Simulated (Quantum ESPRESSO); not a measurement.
# Collinear magnetic orders of CrSBr with Quantum ESPRESSO, part 2 of 2

Aim: find out which collinear order of CrSBr costs least.

Quantum ESPRESSO 7.5; PBEsol; plane waves with GBRV 1.5 PBEsol potentials, no spin-orbit coupling.

So far, absolute magnetization (μB): step 2 (start 1: ferro ++) 6.72.

### Step 3. Run 2 (antiferro +−)

The input, pw.in:

```
&CONTROL
  calculation = 'scf'
  prefix = 'pwscf'
  outdir = './tmp'
  pseudo_dir = './pseudo'
  disk_io = 'nowf'
/
&SYSTEM
  ibrav = 0
  celldm(1) = 8
  nat = 6
  ntyp = 4
  ecutwfc = 40
  ecutrho = 280
  nbnd = 37
  occupations = 'smearing'
  smearing = 'fd'
  degauss = 0.00367493
  nspin = 2
  starting_magnetization(1) = 0.2143
  starting_magnetization(2) = -0.2143
  starting_magnetization(3) = 0
  starting_magnetization(4) = 0
/
&ELECTRONS
  conv_thr = 1.2d-08
  electron_maxstep = 150
  mixing_beta = 0.3
/
ATOMIC_SPECIES
Cr1    51.9961 cr_pbesol_v1.5.uspp.F.UPF
Cr2    51.9961 cr_pbesol_v1.5.uspp.F.UPF
S      32.0600 s_pbesol_v1.4.uspp.F.UPF
Br     79.9040 br_pbesol_v1.4.uspp.F.UPF
CELL_PARAMETERS alat
   0.8363115576062    0.0000000000000    0.0000000000000
   0.0000000000000    1.1233174237334    0.0000000000000
   0.0000000000000    0.0000000000000    1.9828051400013
ATOMIC_POSITIONS crystal
Cr1     0.5000000000    0.0000000000    0.8787434000
Cr2     0.0000000000    0.5000000000    0.1212566000
S       0.5000000000    0.5000000000    0.9295014300
S       0.0000000000    0.0000000000    0.0704985700
Br      0.0000000000    0.0000000000    0.6659578600
Br      0.5000000000    0.5000000000    0.3340421400
K_POINTS automatic
6 6 6 0 0 0
```

The run is started by

```sh
> OMP_NUM_THREADS=1 mpirun -n 4 pw.x -nk 4 -in pw.in > pw.out
```

What it wrote:

```text
[banner, memory and clock lines left out]
Program PWSCF v.7.5 starts

     Message from routine setup:
     using ibrav=0 with symmetry is DISCOURAGED, use correct ibrav instead

     bravais-lattice index     =            0
     lattice parameter (alat)  =       8.0000  a.u.
     unit-cell volume          =     953.7193 (a.u.)^3
     number of atoms/cell      =            6
     number of atomic types    =            4
     number of electrons       =        54.00
     number of Kohn-Sham states=           37
     kinetic-energy cutoff     =      40.0000  Ry
     charge density cutoff     =     280.0000  Ry
     scf convergence threshold =      1.2E-08
     mixing beta               =       0.3000
     number of iterations used =            8  plain     mixing
     Exchange-correlation= SLA  PW   PSX  PSC
                           (   1   4  10   8   0   0   0)

     celldm(1)=   8.000000  celldm(2)=   0.000000  celldm(3)=   0.000000
     celldm(4)=   0.000000  celldm(5)=   0.000000  celldm(6)=   0.000000

     crystal axes: (cart. coord. in units of alat)
               a(1) = (   0.836312   0.000000   0.000000 )
               a(2) = (   0.000000   1.123317   0.000000 )
               a(3) = (   0.000000   0.000000   1.982805 )

     reciprocal axes: (cart. coord. in units 2 pi/alat)
               b(1) = (  1.195727  0.000000  0.000000 )
               b(2) = (  0.000000  0.890220  0.000000 )
               b(3) = (  0.000000  0.000000  0.504336 )

     PseudoPot. # 1 for Cr read from file:
     cr_pbesol_v1.5.uspp.F.UPF
     Pseudo is Ultrasoft + core correction, Zval = 14.0

     PseudoPot. # 2 for Cr read from file:
     cr_pbesol_v1.5.uspp.F.UPF
     Pseudo is Ultrasoft + core correction, Zval = 14.0

     PseudoPot. # 3 for S  read from file:
     s_pbesol_v1.4.uspp.F.UPF
     Pseudo is Ultrasoft + core correction, Zval =  6.0

     PseudoPot. # 4 for Br read from file:
     br_pbesol_v1.4.uspp.F.UPF
     Pseudo is Ultrasoft + core correction, Zval =  7.0

     atomic species   valence    mass     pseudopotential
     Cr1              14.00    51.99610     Cr( 1.00)
     Cr2              14.00    51.99610     Cr( 1.00)
     S                 6.00    32.06000     S ( 1.00)
     Br                7.00    79.90400     Br( 1.00)

     Starting magnetic structure
     atomic species   magnetization
     Cr1             0.214
     Cr2            -0.214
     S               0.000
     Br              0.000

      4 Sym. Ops. (no inversion) found

   Cartesian axes

     site n.     atom                  positions (alat units)
         1        Cr1    tau(   1) = (   0.4181558   0.0000000   1.7423769  )
         2        Cr2    tau(   2) = (   0.0000000   0.5616587   0.2404282  )
         3        S      tau(   3) = (   0.4181558   0.5616587   1.8430202  )
         4        S      tau(   4) = (   0.0000000   0.0000000   0.1397849  )
         5        Br     tau(   5) = (   0.0000000   0.0000000   1.3204647  )
         6        Br     tau(   6) = (   0.4181558   0.5616587   0.6623405  )

     number of k points=    64  Fermi-Dirac smearing, width (Ry)=  0.0037
                       cart. coord. in units 2pi/alat
        k(    1) = (   0.0000000   0.0000000   0.0000000), wk =   0.0046296
        k(    2) = (   0.0000000   0.0000000   0.0840560), wk =   0.0092593
        k(    3) = (   0.0000000   0.0000000   0.1681120), wk =   0.0092593
        k(    4) = (   0.0000000   0.0000000  -0.2521680), wk =   0.0046296
        k(    5) = (   0.0000000   0.1483701   0.0000000), wk =   0.0092593
        [... 59 further k-points ...]

     Dense  grid:    75421 G-vectors     FFT dimensions: (  36,  48,  90)

     Smooth grid:    32697 G-vectors     FFT dimensions: (  27,  40,  64)

     Check: negative core charge=   -0.000003
     Generating pointlists ...
     new r_m :   0.2331 (alat units)  1.8651 (a.u.) for type    1
     new r_m :   0.2331 (alat units)  1.8651 (a.u.) for type    2
     new r_m :   0.2331 (alat units)  1.8651 (a.u.) for type    3
     new r_m :   0.2450 (alat units)  1.9603 (a.u.) for type    4

     Initial potential from superposition of free atoms

     starting charge      51.9999, renormalised to      54.0000

     negative rho (up, down):  1.807E-03 1.807E-03
     Starting wfcs are   36 randomized atomic wfcs +    1 random wfcs

     Self-consistent Calculation

     iteration #  1     ecut=    40.00 Ry     beta= 0.30
     Davidson diagonalization with overlap
     ethr =  1.00E-02,  avg # of iterations =  5.3

     negative rho (up, down):  1.903E-03 1.902E-03

     total energy              =    -479.88137629 Ry
     estimated scf accuracy    <       1.18177552 Ry

     total magnetization       =     0.00 Bohr mag/cell
     absolute magnetization    =     5.90 Bohr mag/cell

     iteration #  2     ecut=    40.00 Ry     beta= 0.30
     Davidson diagonalization with overlap
     ethr =  2.19E-03,  avg # of iterations =  2.0

     negative rho (up, down):  1.772E-03 1.772E-03

     total energy              =    -480.08626874 Ry
     estimated scf accuracy    <       0.17363133 Ry

     total magnetization       =     0.00 Bohr mag/cell
     absolute magnetization    =     6.46 Bohr mag/cell

     [... further iterations left out ...]

     iteration # 13     ecut=    40.00 Ry     beta= 0.30
     Davidson diagonalization with overlap
     ethr =  1.97E-10,  avg # of iterations =  7.1

     negative rho (up, down):  2.660E-03 2.660E-03

     total energy              =    -480.13926190 Ry
     estimated scf accuracy    <       0.00000009 Ry

     total magnetization       =    -0.00 Bohr mag/cell
     absolute magnetization    =     6.47 Bohr mag/cell

     iteration # 14     ecut=    40.00 Ry     beta= 0.30
     Davidson diagonalization with overlap
     ethr =  1.61E-10,  avg # of iterations =  2.1

     negative rho (up, down):  2.659E-03 2.659E-03

     Magnetic moment per site  (integrated on atomic sphere of radius R)
     atom   1 (R=0.233)  charge= 11.8468  magn=  2.6530
     atom   2 (R=0.233)  charge= 11.8468  magn= -2.6530
     atom   3 (R=0.233)  charge=  4.0874  magn=  0.0244
     atom   4 (R=0.233)  charge=  4.0874  magn= -0.0244
     atom   5 (R=0.245)  charge=  4.7446  magn= -0.0041
     atom   6 (R=0.245)  charge=  4.7446  magn=  0.0041

     End of self-consistent calculation

     Number of k-points >= 100: set verbosity='high' to print the bands.

     the Fermi energy is     5.5839 ev

!    total energy              =    -480.13926202 Ry
     estimated scf accuracy    <          4.6E-09 Ry
     smearing contrib. (-TS)   =      -0.00003836 Ry
     internal energy E=F+TS    =    -480.13922366 Ry

     The total energy is F=E-TS. E is the sum of the following terms:
     one-electron contribution =    -396.55924957 Ry
     hartree contribution      =     213.40269713 Ry
     xc contribution           =    -100.64937696 Ry
     ewald contribution        =    -196.33329426 Ry

     total magnetization       =    -0.00 Bohr mag/cell
     absolute magnetization    =     6.47 Bohr mag/cell

     convergence has been achieved in  14 iterations
```

The job ended after 2.5 min (4 MPI ranks of Arm Neoverse V1, shared host; peak memory 0.91 GiB).

Spin moment in the atom's sphere by atom:

```
atom  spin moment in the atom's sphere (μB)
 Cr1                                   2.65
 Cr2                                  -2.65
  S3                                   0.02
  S4                                  -0.02
 Br5                                   0.00
 Br6                                   0.00
```

Numbers from this step:

```
smearing term TS       : 5.22e-4 eV
magnetization          : 0 μB
absolute magnetization : 6.471 μB
final state            : antiferromagnetic
```

### Step 4. Run 3 (no spin polarisation)

Edit pw.in of step 3 so:

```diff
@@ -11,3 +11,3 @@
   nat = 6
-  ntyp = 4
+  ntyp = 3
   ecutwfc = 40
@@ -18,7 +18,2 @@
   degauss = 0.00367493
-  nspin = 2
-  starting_magnetization(1) = 0.2143
-  starting_magnetization(2) = -0.2143
-  starting_magnetization(3) = 0
-  starting_magnetization(4) = 0
 /
@@ -30,4 +25,3 @@
 ATOMIC_SPECIES
-Cr1    51.9961 cr_pbesol_v1.5.uspp.F.UPF
-Cr2    51.9961 cr_pbesol_v1.5.uspp.F.UPF
+Cr     51.9961 cr_pbesol_v1.5.uspp.F.UPF
 S      32.0600 s_pbesol_v1.4.uspp.F.UPF
@@ -39,4 +33,4 @@
 ATOMIC_POSITIONS crystal
-Cr1     0.5000000000    0.0000000000    0.8787434000
-Cr2     0.0000000000    0.5000000000    0.1212566000
+Cr      0.5000000000    0.0000000000    0.8787434000
+Cr      0.0000000000    0.5000000000    0.1212566000
 S       0.5000000000    0.5000000000    0.9295014300
```

What it wrote:

```text
     [... lines left out ...]
Program PWSCF v.7.5 starts
     [... lines left out ...]
     number of atoms/cell      =            6
     [... lines left out ...]
     number of electrons       =        54.00
     number of Kohn-Sham states=           37
     kinetic-energy cutoff     =      40.0000  Ry
     charge density cutoff     =     280.0000  Ry
     scf convergence threshold =      1.2E-08
     [... lines left out ...]
      8 Sym. Ops., with inversion, found ( 4 have fractional translation)
     [... lines left out ...]
     number of k points=    64  Fermi-Dirac smearing, width (Ry)=  0.0037
     [... lines left out ...]
     iteration # 13     ecut=    40.00 Ry     beta= 0.30
     [... lines left out ...]
     the Fermi energy is     5.9258 ev
!    total energy              =    -479.95079657 Ry
     estimated scf accuracy    <          1.8E-09 Ry
     smearing contrib. (-TS)   =      -0.01080967 Ry
     [... lines left out ...]
     convergence has been achieved in  13 iterations
```

It took 68 s on 4 MPI ranks; peak memory 0.54 GiB.

Numbers from this step:

```yaml
smearing_term_ts: 0.1471 eV
final_state: non-magnetic (no spin polarisation)
```

### Step 5. Ranking

An order is kept where moments of 0.15 μB or more survive with the typed signs; meshes match where a doubled cell samples the same k points as the first cell.

Orders:

```csv
start,final state,typed order kept,energy over the lowest (meV a seeded atom),largest site moment (μB),net moment (μB a cell of the first run),mesh matched,CPU time (s)
ferro ++,ferromagnetic,yes,0,2.729,6,yes,592.7
antiferro +-,antiferromagnetic,yes,65.7,2.653,0,yes,610.4
no spin polarisation,non-magnetic,-,1348,0,0,yes,272.5
```

### Step 6. Outcome

| Quantity | Value |
| --- | --- |
| lowest state found | ferromagnetic (from ferro ++) |
| largest site moment | 2.73 μB |
| next state with moments | antiferromagnetic, 65.7 meV a seeded atom higher |
| state without moments | 1348 meV a seeded atom higher |

**Reading.** Forming the moments gains more than four times the spread of the orders, as local moments do. Only these 3 starts were compared; other wavevectors, canted and longer-period orders were not. A computed site moment is spin alone and hangs on the region that is counted: the program's spheres do not touch and miss the tail of the moment. Measured moments hold any orbital part as well, and belong to the order of the sample, which need not be the order of this run. No Hubbard term acts here. In such compounds local and semilocal functionals without one often delocalise the d electrons, and can shrink or lose moments and miss the size, sign and order of the couplings.

Calculation against experiment:

| quantity | measured | in the sphere |
| --- | --- | --- |
| moment (Cr) (μB) | 3.56 | 2.73 (-23.3 %) |

Measured values from arxiv:2204.12461 (2022).

Verdict: The moment is off by -23.3 %. No cell relaxation is part of this session.

[Logs and program files are shortened in this print: banners, set-up blocks, solver, clock and traceback lines can be left out without a mark of their own.]

[Logs are printed without paths, hosts, clocks, repeated set-up lines and the standing remarks that a program may print on its own settings, such as how far it seeks lower states.]

[Hosts, paths, dates, database ids (printed as entryN), source tags and the programs' standing remarks are cut or masked in the printed files.]

[Where a cell is said to come from a database of computed structures, the database is the Materials Project.]
